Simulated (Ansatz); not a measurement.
Rows from a G0W0 calculation on Ge2Sb2Te5 (P-3m1) (Ansatz 0.2.0; G0W0 on PBE, plane waves, PAW; PAW set soft_1; 6×6×2 mesh, 1027 empty bands, screening to 140 eV, PAW set soft_1 files), in eV. Spin-orbit coupling is left out.

| row | k | band | start | Σx | Σc at the solution | Vxc |
| --- | --- | --- | --- | --- | --- | --- |
| A | Γ | v3 | 8.090 | -14.353 | -0.025 | -14.136 |
| B | Γ | v2 | 8.400 | -14.396 | 0.130 | -13.975 |
| C | Γ | c3 | 9.554 | -9.555 | -3.228 | -12.626 |
| D | Γ | c1 | 9.507 | -9.739 | -2.966 | -12.517 |
| E | Γ | v1 | 9.232 | -14.284 | -0.295 | -14.291 |

Question: Work out each quasiparticle level and how far it moved.

The quasiparticle equation reads E = start + Σx + Σc(E) − Vxc.

```
row  E (eV)  shift (eV)
  A   7.847      −0.243
  B   8.110      −0.290
  C   9.398      −0.157
  D   9.319      −0.188
  E   8.944      −0.288
```

The gap over the computed points goes from 0.27 eV to 0.38 eV.

Limits: not at the basis limit; model gap, bands may invert with spin-orbit coupling; screening runs away on this mesh; no spin-orbit coupling; coarse k mesh.

[Paths, hosts, dates, memory and timing lines, banners, echoed tables and standing remarks are left out of the program output.]

[Logs are printed without paths, hosts, clocks, repeated set-up lines and the standing remarks that a program may print on its own settings, such as how far it seeks lower states.]

[Runs of the session that timed out or met a known fault of the program may be left out.]

[Cells called generated may have been cut or substituted from an entry of the Crystallography Open Database or the Materials Project.]

[Hosts, paths, dates, database ids (printed as entryN), source tags and the programs' standing remarks are cut or masked in the printed files.]
